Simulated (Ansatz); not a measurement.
# Zn3Sb4O6F6 (I-43m): the gap up the ladder of methods

What gap does each level of theory give for Zn3Sb4O6F6 (I-43m), and in what time?

Calculated with Ansatz 0.2.0; density functionals, hybrids and G0W0, plane waves, PAW.

## (1) Starting point

The structure is cubic, space group I-43m (No. 217). The conventional cell has a = 8.129 Å, b = 8.129 Å, c = 8.129 Å, α = 90.00°, β = 90.00°, γ = 90.00°. Nearest to Zn lie 2 O at 2.02 Å and 4 F at 2.03 Å. Nearest to Sb lie 3 O at 2.01 Å. Nearest to O lie 2 Sb at 2.01 Å and 1 Zn at 2.02 Å. F has 2 Zn at 2.03 Å nearest. Farther neighbours and most contacts between anions are not listed.

Geometry: measured cell, ions relaxed with PBE. The runs that relaxed it are not among those shown. Spin-orbit coupling is left out unless a step names it.

The logs state that the PAW files were generated under PBE.

## (2) LDA on the 4×4×4 mesh

This step: DFT, LDA, plane waves, PAW; PAW set soft_1.

File input.yaml:

```yaml
crystal:
  lattice:
    - [-4.06455, 4.06455, 4.06455]
    - [4.06455, -4.06455, 4.06455]
    - [4.06455, 4.06455, -4.06455]
  atoms:
    - { symbol: Zn, position: [0.0, 0.5, 0.5] }
    - { symbol: Zn, position: [0.5, 0.0, 0.5] }
    - { symbol: Zn, position: [0.5, 0.5, 0.0] }
    - { symbol: Sb, position: [0.3263421628, 0.0, 0.0] }
    - { symbol: Sb, position: [0.0, 0.0, 0.3263421628] }
    - { symbol: Sb, position: [0.0, 0.3263421628, 0.0] }
    - { symbol: Sb, position: [0.6736578372, 0.6736578372, 0.6736578372] }
    - { symbol: O, position: [0.0, 0.7488176488, 0.7488176488] }
    - { symbol: O, position: [0.2511823512, 0.0, 0.2511823512] }
    - { symbol: O, position: [0.0, 0.2511823512, 0.2511823512] }
    - { symbol: O, position: [0.7488176488, 0.0, 0.7488176488] }
    - { symbol: O, position: [0.2511823512, 0.2511823512, 0.0] }
    - { symbol: O, position: [0.7488176488, 0.7488176488, 0.0] }
    - { symbol: F, position: [0.25, 0.75, 0.5] }
    - { symbol: F, position: [0.75, 0.25, 0.5] }
    - { symbol: F, position: [0.5, 0.25, 0.75] }
    - { symbol: F, position: [0.5, 0.75, 0.25] }
    - { symbol: F, position: [0.75, 0.5, 0.25] }
    - { symbol: F, position: [0.25, 0.5, 0.75] }
kpoints:
  mp_grid: { grid: [4, 4, 4] }
  band_path:
    path:
      - [0.0, 0.0, 0.0]
      - [0.5, -0.5, 0.5]
      - [0.0, 0.0, 0.5]
      - [0.25, 0.25, 0.25]
    npoints: 1
hamiltonian:
  xc: lda
  pseudopotentials: { kind: paw, azcp: { folder: soft_1 }, xc_functional: pbe }
scf:
  occupations: { method: fixed }
  n_extra_bands: 10
output:
  eigenvalues: true
  forces: true
  stress: true
```

Started as:

```console
$ ansatz run input.yaml --threads 2 --pin off --max-ram 92160MiB --backend cuda --events-out ev --progress --plain --runs-dir out --devices 1 --max-vram 13GiB
```

Numbers of over 12 decimals in the logs are rounded to 6 here.

Log:

```text
scf.n_extra_bands = 10 over 87 filled bands (N_el = 174.0): the run solves 97 bands
GPUs: using 1 of 1 available (devices: 1).
Engine: ansatz 0.2.0, x86_64-unknown-linux-gnu
Pseudopotentials: kind: paw
Pseudopotential: Zn, paw, valence charge 12, recommended cutoff 420 eV (normal), soft_1/Zn.paw.azcp
Pseudopotential: Sb, paw, valence charge 15, recommended cutoff 420 eV (normal), soft_1/Sb.paw.azcp
Pseudopotential: O, paw, valence charge 6, recommended cutoff 420 eV (normal), soft_1/O.paw.azcp
Pseudopotential: F, paw, valence charge 7, recommended cutoff 420 eV (normal), soft_1/F.paw.azcp
Functional definition: SPW92
  exchange = slater_x
  correlation = pw_c
device memory: the entry about to start is reckoned to put 4.3 GiB on a device that reports 36.0 GiB free (of which the cap on the GPU budget leaves the run 13.0 GiB)
GPU FFT provider: cuFFT
GPU libraries: cuBLAS 13.8.2, cuFFT 12.4.0, cuSOLVER 12.3.4
Crystal: 19 atoms, lattice volume = 268.595 Å³
Basis set: ecut = 420 eV, 5281 PW (Γ)
Bands: 97, of which v1, the nominal top of the filled ones, is band 87 counted from 1 (86 counted from 0)
Symmetry: 24 space group operations
Space group: I-43m (ITA 217), of the structure as read, at distance tolerance 6.5e-5 Å
k-points: 8 of 64 (time reversal used)
Non-local potential: Zn, projectors of the file, l = 0: 2, l = 1: 2, l = 2: 3, l = 3: 1
Non-local potential: Sb, projectors of the file, l = 0: 2, l = 1: 2, l = 2: 2, l = 3: 1
Non-local potential: O, projectors of the file, l = 0: 2, l = 1: 2, l = 2: 1
Non-local potential: F, projectors of the file, l = 0: 2, l = 1: 2, l = 2: 1
PAW form: soft (Blöchl's): semilocal exchange-correlation on the pseudo side does not see the compensation charge
PAW frozen core: Zn, regenerated for the run's functional, and the local potential with it (the file was generated under x = pbe(κ = 0.804, μ = 0.219515), c = pbe(β = 0.066725))
PAW frozen core: Sb, regenerated for the run's functional, and the local potential with it (the file was generated under x = pbe(κ = 0.804, μ = 0.219515), c = pbe(β = 0.066725))
PAW frozen core: O, regenerated for the run's functional, and the local potential with it (the file was generated under x = pbe(κ = 0.804, μ = 0.219515), c = pbe(β = 0.066725))
PAW frozen core: F, regenerated for the run's functional, and the local potential with it (the file was generated under x = pbe(κ = 0.804, μ = 0.219515), c = pbe(β = 0.066725))
PAW one-centre angular grid: Zn, 590 points (default); XC on 64 Gauss nodes
PAW one-centre angular grid: Sb, 590 points (default); XC on 64 Gauss nodes
PAW one-centre angular grid: O, 110 points (default); XC on 64 Gauss nodes
PAW one-centre angular grid: F, 110 points (default); XC on 64 Gauss nodes
Initial density: superposition of atomic densities (chi_scale 0.1, normalization cell, long waves kept (reshape's long-wave potential 0.30 eV rms))
Initial wavefunctions: pseudopotential atomic-orbital guess
GPU buffer pool allocated for 110592 grid points (all kernels)
GPU transforms: local potential and band sums: pruned to the plane-wave sphere, on 48×48×48
Functional: x = slater, c = lda
SCF iter   1: F=—  HF=-43198.075624 eV  |F-HF|=—  |Δ(HF+E_count)|=         —  Δρ=1.90e-1  dr2=8.51e1  ethr=3.10e-3  ⟨swp⟩=4.0  Hψ=3454  notcnv=0  defer=53
preconditioner: auto → Resta (q_TF=auto, 2.538 Å⁻¹)  ε∞=6.3  [insulator: Δε(μ)=0.597 eV  Ē_g=11.414 eV  n_scr=78 (ndim 8)  ℏωp=26.2 eV  f_vac=0.021  ε∞_Penn≈6.3]
SCF iter   2: F=—  HF=-43181.657305 eV  |F-HF|=—  |Δ(HF+E_count)|=    1.64e1  Δρ=7.97e-2  dr2=8.78e0  ethr=3.10e-3  ⟨swp⟩=3.8  Hψ=1927  notcnv=0  defer=59
SCF iter   3: F=—  HF=-43179.351717 eV  |F-HF|=—  |Δ(HF+E_count)|=    2.31e0  Δρ=2.69e-2  dr2=1.86e0  ethr=3.10e-3  ⟨swp⟩=2.0  Hψ=1499  notcnv=0  defer=45
SCF iter   4: F=—  HF=-43178.774135 eV  |F-HF|=—  |Δ(HF+E_count)|=   5.78e-1  Δρ=1.08e-2  dr2=3.28e-1  ethr=1.07e-3  ⟨swp⟩=3.0  Hψ=1491  notcnv=0  defer=60
SCF iter   5: F=—  HF=-43178.734613 eV  |F-HF|=—  |Δ(HF+E_count)|=   3.95e-2  Δρ=5.00e-3  dr2=4.75e-2  ethr=1.89e-4  ⟨swp⟩=2.9  Hψ=1202  notcnv=0  defer=64
SCF iter   6: F=—  HF=-43178.696396 eV  |F-HF|=—  |Δ(HF+E_count)|=   3.82e-2  Δρ=2.55e-3  dr2=1.18e-2  ethr=2.73e-5  ⟨swp⟩=2.9  Hψ=1372  notcnv=0  defer=64
SCF iter   7: F=—  HF=-43178.692826 eV  |F-HF|=—  |Δ(HF+E_count)|=   3.57e-3  Δρ=6.20e-4  dr2=1.27e-3  ethr=6.80e-6  ⟨swp⟩=2.0  Hψ=1177  notcnv=0  defer=64
SCF iter   8: F=—  HF=-43178.693296 eV  |F-HF|=—  |Δ(HF+E_count)|=   4.70e-4  Δρ=5.65e-4  dr2=8.29e-4  ethr=7.30e-7  ⟨swp⟩=2.0  Hψ=1238  notcnv=0  defer=64
SCF iter   9: F=—  HF=-43178.693513 eV  |F-HF|=—  |Δ(HF+E_count)|=   2.16e-4  Δρ=1.83e-4  dr2=9.70e-5  ethr=4.76e-7  ⟨swp⟩=2.0  Hψ=1231  notcnv=0  defer=60
SCF iter  10: F=—  HF=-43178.693051 eV  |F-HF|=—  |Δ(HF+E_count)|=   4.62e-4  Δρ=3.18e-5  dr2=2.84e-6  ethr=5.57e-8  ⟨swp⟩=2.1  Hψ=1242  notcnv=0  defer=30
SCF iter  11: F=—  HF=-43178.693052 eV  |F-HF|=—  |Δ(HF+E_count)|=   5.79e-7  Δρ=1.33e-5  dr2=5.79e-7  ethr=1.63e-9  ⟨swp⟩=2.0  Hψ=1424  notcnv=0  defer=30
SCF iter  12: F=-43178.693052 eV  HF=-43178.693052 eV  |F-HF|=1.13e-8  |Δ(HF+E_count)|=   1.05e-7  Δρ=4.06e-6  dr2=6.02e-8  ethr=5.75e-11  ⟨swp⟩=10.6  Hψ=4545  notcnv=0
SCF 1 converged in 12 iterations: F = -43178.693052 eV  dr2 = 6.02e-8
[...]
device memory: the entry about to start is reckoned to put 2.8 GiB on a device that reports 35.7 GiB free (of which the cap on the GPU budget leaves the run 13.0 GiB)
NSCF: frozen V_eff on 4 k-points
SCF converged after 12 iterations
Free energy (F): -43178.693052 eV
Harris-Foulkes:  -43178.693052 eV  (|F-HF|=1.13e-8)
Internal energy: -43178.693052 eV  (E = F + TS)
E sigma→0 (E₀):  -43178.693052 eV
Fermi energy:    5.863999 eV
--- Per-component energies (eV) ---
  E_band       = -922.676271
  E_kinetic    = 3273.675924
  E_local      = -18314.548623  (includes V_loc(G=0)·N_el)
  E_nonlocal   = 4925.367655
  E_hartree    = 7124.318821
  E_xc         = -1497.324829
  E_vxc        = -1642.558068  (∫ρ·V_xc dr)
  E_paw        = -25119.332069  (= ΣΔE_a)
  E_vpaw       = -3413.261966  (= ΣTr[D̂ρ^β])
  E_aug_tail   = 0.008775  (compensation charges beyond the density's cutoff)
  E_ewald      = -13579.026419
  E_core_change = 8.167713  (= ΣΔE_core)
  E_smearing   = -0.000000  (= −TS)
  E_closure    = 0.000000  (closes the sum)
  Σ components = -43178.693052   (vs F -43178.693052, Δ=0.00e0)
--- Forces (eV/Å), atoms counted from 1 ---
  atom   1  Zn    -0.00000000    -0.00000000    -0.00000000
  atom   2  Zn    -0.00000000    -0.00000000     0.00000000
  atom   3  Zn    -0.00000000    -0.00000000    -0.00000000
  atom   4  Sb     0.34021479    -0.34021479    -0.34021479
  atom   5  Sb    -0.34021479    -0.34021479     0.34021479
  atom   6  Sb    -0.34021479     0.34021479    -0.34021479
  atom   7  Sb     0.34021479     0.34021479     0.34021479
  atom   8  O     -0.11452124    -0.00000000     0.00000000
  atom   9  O      0.00000000     0.11452124    -0.00000000
  atom  10  O      0.11452124     0.00000000    -0.00000000
  atom  11  O      0.00000000    -0.11452124    -0.00000000
  atom  12  O      0.00000000     0.00000000     0.11452124
  atom  13  O     -0.00000000     0.00000000    -0.11452124
  atom  14  F      0.00000000     0.00000000    -0.00000000
  atom  15  F      0.00000000     0.00000000     0.00000000
  atom  16  F      0.00000000    -0.00000000     0.00000000
  atom  17  F      0.00000000    -0.00000000     0.00000000
  atom  18  F      0.00000000     0.00000000    -0.00000000
  atom  19  F      0.00000000     0.00000000    -0.00000000
  max |Σ_I F_I| component: 1.24e-16 eV/Å
--- Stress (GPa, compression-positive) ---
       -3.955990       0.000000       0.000000
       -0.000000      -3.955990      -0.000000
       -0.000000      -0.000000      -3.955990
  P = ⅓ Tr σ = -3.9560 GPa (-39.560 kbar)
--- Band table (eV; the first three rows and the last of 8) ---
  k-point 0: bands = [... 83 lower, 5.2148, 5.6877, 5.8640, 5.8640, 9.8725, 9.8725, 10.5739, 10.5739, ... 6 higher]
  k-point 1: bands = [... 83 lower, 5.2745, 5.4515, 5.6885, 5.7354, 9.7289, 9.8414, 10.3672, 10.4859, ... 6 higher]
  k-point 2: bands = [... 83 lower, 5.1678, 5.2623, 5.3023, 5.6135, 9.5304, 9.8264, 10.1758, 10.4797, ... 6 higher]
  k-point 7: bands = [... 83 lower, 5.3768, 5.3768, 5.8048, 5.8048, 8.5927, 8.5927, 10.8322, 11.0099, ... 6 higher]
```

The job ended after 7.5 s (1 × NVIDIA H100 80GB HBM3 (shared by 6 runs) with 2 threads of AMD EPYC 7R13 (Zen 3), shared host; peak memory 0.99 GiB).

This step gave:

```yaml
pressure: -3.956 GPa
gap: 2.729 eV
valence_top_at: Γ
conduction_bottom_at: H
least_direct_gap: 2.788 eV
```

Over mesh and listed points the gap is 2.729 eV, from k = Γ to k = (0.500, -0.500, 0.500). The least direct gap found is 2.788 eV, at k = (0.500, -0.500, 0.500).

## (3) PBEsol on the 4×4×4 mesh

This step: DFT, PBEsol, plane waves, PAW; PAW set soft_1.

input.yaml: that of step 2 with these lines changed.

```diff
@@ -35,3 +35,3 @@
 hamiltonian:
-  xc: lda
+  xc: pbesol
   pseudopotentials: { kind: paw, azcp: { folder: soft_1 }, xc_functional: pbe }
```

Log:

```text
[...]
GPUs: using 1 of 1 available (devices: 1).
[...]
GPU FFT provider: cuFFT
GPU libraries: cuBLAS 13.8.2, cuFFT 12.4.0, cuSOLVER 12.3.4
Crystal: 19 atoms, lattice volume = 268.595 Å³
Basis set: ecut = 420 eV, 5281 PW (Γ), exchange–correlation on 96×96×96 points (8 copies of the dense FFT grid, shifted against one another)
Bands: 97, of which v1, the nominal top of the filled ones, is band 87 counted from 1 (86 counted from 0)
Symmetry: 24 space group operations
[...]
k-points: 8 of 64 (time reversal used)
[...]
GPU buffer pool allocated for 110592 grid points (all kernels)
[...]
SCF iter   1: F=—  HF=-43663.765635 eV  |F-HF|=—  |Δ(HF+E_count)|=         —  Δρ=1.87e-1  dr2=8.22e1  ethr=3.10e-3  ⟨swp⟩=4.0  Hψ=2926  notcnv=0  defer=52
[...]
atom   8  O     -0.04803809    -0.00000000     0.00000000
[...]
atom  16  F      0.00000000    -0.00000000     0.00000000
  atom  17  F      0.00000000    -0.00000000     0.00000000
  atom  18  F      0.00000000    -0.00000000    -0.00000000
  atom  19  F      0.00000000    -0.00000000    -0.00000000
  max |Σ_I F_I| component: 5.64e-17 eV/Å
--- Stress (GPa, compression-positive) ---
        0.415190       0.000000      -0.000000
        0.000000       0.415190      -0.000000
        0.000000      -0.000000       0.415190
  P = ⅓ Tr σ = 0.4152 GPa (4.152 kbar)
--- Band table (eV; the first three rows and the last of 8) ---
  k-point 0: bands = [... 83 lower, 5.4963, 6.0102, 6.1621, 6.1621, 10.1730, 10.1730, 10.8651, 10.8651, ... 6 higher]
  k-point 1: bands = [... 83 lower, 5.5548, 5.7709, 5.9869, 6.0351, 10.0256, 10.1402, 10.6597, 10.7800, ... 6 higher]
  k-point 2: bands = [... 83 lower, 5.4667, 5.5436, 5.5835, 5.9130, 9.8253, 10.1243, 10.4684, 10.7774, ... 6 higher]
  k-point 7: bands = [... 83 lower, 5.6525, 5.6525, 6.1120, 6.1120, 8.8873, 8.8873, 11.1333, 11.3055, ... 6 higher]
[key lines of the parts left out:]
SCF converged after 12 iterations
Free energy (F): -43645.108507 eV
Fermi energy:    6.162066 eV
```

It took 6.8 s on 1 × NVIDIA H100 80GB HBM3 (shared by 6 runs) with 2 threads; peak memory 1 GiB; 6.4 s of CPU time.

Numbers from this step:

```
pressure             : 0.4152 GPa
gap                  : 2.725 eV
valence top at       : Γ
conduction bottom at : H
least direct gap     : 2.775 eV
```

Over mesh and listed points the gap is 2.725 eV, from k = Γ to k = (0.500, -0.500, 0.500). The least direct gap found is 2.775 eV, at k = (0.500, -0.500, 0.500). PBEsol against LDA: 2.725 − 2.729 = −0.004 eV, with the same mesh, files and cutoff, and both edges at the same k points.

## (4) PBE on the 4×4×4 mesh

Levels along a band path and on the mesh show where this functional puts the band edges.

This step: DFT, PBE, plane waves, PAW; PAW set soft_1.

input.yaml: that of step 3 with these lines changed.

```diff
@@ -29,12 +29,10 @@
     path:
-      - [0.0, 0.0, 0.0]
-      - [0.5, -0.5, 0.5]
-      - [0.0, 0.0, 0.5]
-      - [0.25, 0.25, 0.25]
-    npoints: 1
+      - [[0.0, 0.0, 0.0], [0.5, -0.5, 0.5], [0.0, 0.0, 0.5], [0.0, 0.0, 0.0], [0.25, 0.25, 0.25], [0.5, -0.5, 0.5]]
+      - [[0.25, 0.25, 0.25], [0.0, 0.0, 0.5]]
+    npoints: 10
 hamiltonian:
-  xc: pbesol
-  pseudopotentials: { kind: paw, azcp: { folder: soft_1 }, xc_functional: pbe }
+  xc: pbe
+  pseudopotentials: { kind: paw, azcp: { folder: soft_1 } }
 scf:
-  occupations: { method: fixed }
+  occupations: { method: fermi_dirac, width: 0.02 }
   n_extra_bands: 10
@@ -44 +42,5 @@
   stress: true
+  write_density: true
+  write_potential: true
+  elf: true
+  volumetric_format: npy
```

Log:

```text
[...]
GPUs: using 1 of 1 available (devices: 1).
[...]
GPU FFT provider: cuFFT
GPU libraries: cuBLAS 13.8.2, cuFFT 12.4.0, cuSOLVER 12.3.4
Crystal: 19 atoms, lattice volume = 268.595 Å³
Basis set: ecut = 420 eV, 5281 PW (Γ), exchange–correlation on 96×96×96 points (8 copies of the dense FFT grid, shifted against one another)
[...]
k-point 0: bands = [... 83 lower, 5.6341, 6.1510, 6.3054, 6.3054, 10.3950, 10.3950, 11.0756, 11.0756, ... 6 higher]
  k-point 1: bands = [... 83 lower, 5.6921, 5.9148, 6.1326, 6.1797, 10.2466, 10.3600, 10.8741, 10.9945, ... 6 higher]
  k-point 2: bands = [... 83 lower, 5.6199, 5.6899, 5.7229, 6.0595, 10.0486, 10.3421, 10.6867, 10.9952, ... 6 higher]
  k-point 7: bands = [... 83 lower, 5.7889, 5.7889, 6.2542, 6.2542, 9.1249, 9.1249, 11.3702, 11.5182, ... 6 higher]
[key lines of the parts left out:]
SCF converged after 12 iterations
Free energy (F): -44152.187134 eV
Fermi energy:    7.717915 eV
P = ⅓ Tr σ = 5.2546 GPa (52.546 kbar)
```

Wall time 6.1 s (1 × NVIDIA H100 80GB HBM3 (shared by 6 runs) with 2 threads); peak memory 1.1 GiB; 8.7 s of CPU time.

Numbers from this step:

- pressure: 5.255 GPa
- gap: 2.820 eV
- valence top at: Γ
- conduction bottom at: H
- least direct gap: 2.871 eV

Over mesh and path the gap is 2.820 eV, from k = Γ to k = (0.500, -0.500, 0.500). The least direct gap found is 2.871 eV, at k = (0.500, -0.500, 0.500). The pressure in this cell is 5 GPa; the cell is kept. PBE against PBEsol: 2.820 − 2.725 = +0.095 eV, with the same mesh, files and cutoff, and both edges at the same k points.

## (5) PBE+SOC on the 4×4×4 mesh

This run has two-component orbitals with spin-orbit coupling.

This step: DFT, PBE with spin-orbit coupling, plane waves, PAW; PAW set soft_1.

input.yaml: that of step 4 with these lines changed.

```diff
@@ -29,11 +29,16 @@
     path:
-      - [[0.0, 0.0, 0.0], [0.5, -0.5, 0.5], [0.0, 0.0, 0.5], [0.0, 0.0, 0.0], [0.25, 0.25, 0.25], [0.5, -0.5, 0.5]]
-      - [[0.25, 0.25, 0.25], [0.0, 0.0, 0.5]]
-    npoints: 10
+      - [0.0, 0.0, 0.0]
+      - [0.5, -0.5, 0.5]
+      - [0.0, 0.0, 0.5]
+      - [0.25, 0.25, 0.25]
+    npoints: 1
 hamiltonian:
   xc: pbe
-  pseudopotentials: { kind: paw, azcp: { folder: soft_1 } }
+  pseudopotentials: { kind: paw_fr, azcp: { folder: soft_1 } }
 scf:
-  occupations: { method: fermi_dirac, width: 0.02 }
-  n_extra_bands: 10
+  occupations: { method: fixed }
+  n_extra_bands: 20
+magnetization:
+  noncollinear: true
+  spin_orbit: true
 output:
@@ -42,5 +47 @@
   stress: true
-  write_density: true
-  write_potential: true
-  elf: true
-  volumetric_format: npy
```

Log:

```text
[...]
GPUs: using 1 of 1 available (devices: 1).
[...]
non-collinear run that drives no moment, with spin-orbit: no starting moment large enough to seed its density (crystal.atoms[].spin), no starting occupations that ask for one, no magnetisation constraint and no magnetic field, so the semilocal B_xc is pinned to zero
[...]
k-point 1: bands = [... 170 lower, 6.1253, 6.1321, 6.1746, 6.1786, 10.1250, 10.1376, 10.2375, 10.2488, ... 16 higher]
  k-point 2: bands = [... 170 lower, 5.7371, 5.7371, 6.0567, 6.0567, 9.9538, 9.9538, 10.2245, 10.2245, ... 16 higher]
  k-point 7: bands = [... 170 lower, 6.2521, 6.2521, 6.2521, 6.2521, 9.0848, 9.0848, 9.0848, 9.0848, ... 16 higher]
[key lines of the parts left out:]
SCF converged after 11 iterations
Magnetization: |M| = 0.0000 μB,  M = (+0.0000, +0.0000, +0.0000) μB
Free energy (F): -44161.907100 eV
Fermi energy:    6.301429 eV
P = ⅓ Tr σ = 5.2350 GPa (52.350 kbar)
```

The job ended after 7.5 s (1 × NVIDIA H100 80GB HBM3 (shared by 6 runs) with 2 threads; peak memory 1.2 GiB; 10 s of CPU time).

This step gave:

| Quantity | Value |
| --- | --- |
| pressure | 5.235 GPa |
| gap | 2.783 eV |
| valence top at | Γ |
| conduction bottom at | H |
| least direct gap | 2.833 eV |

Over mesh and listed points the gap is 2.783 eV, from k = Γ to k = (0.500, -0.500, 0.500). The least direct gap found is 2.833 eV, at k = (0.500, -0.500, 0.500). The pressure in this cell is 5 GPa; the cell is kept. PBE+SOC against PBE: 2.783 − 2.820 = −0.037 eV, with the same mesh, set of files (read in its fully relativistic form for the spin-orbit run) and cutoff, and both edges at the same k points. The spin-orbit run sees mesh and listed points alone, so its gap is an upper bound: the coupling can move an edge off these points, the more so as this crystal has no centre of inversion, and the change over the zone, its sign included where it is small, is not known.

[end of part 1 of 2]

[Paths, hosts, dates, memory and timing lines, banners, echoed tables and standing remarks are left out of the program output.]

[Logs are printed without paths, hosts, clocks, repeated set-up lines and the standing remarks that a program may print on its own settings, such as how far it seeks lower states.]

[Runs of the session that timed out or met a known fault of the program may be left out.]

[Cells called generated may have been cut or substituted from an entry of the Crystallography Open Database or the Materials Project.]

[Hosts, paths, dates, database ids (printed as entryN), source tags and the programs' standing remarks are cut or masked in the printed files.]

[Where an RPA ε∞ is given, it is that of the G0W0 mesh and is not shown converged in it. Names of k-points follow the symmetry that the program found, which can be lower than the space group named. Band edges on a path are those of the sampled points; other points can move an edge, and change direct to indirect where valleys lie close.]

[Hybrid gaps are those of their k-mesh and are not shown converged in it.]
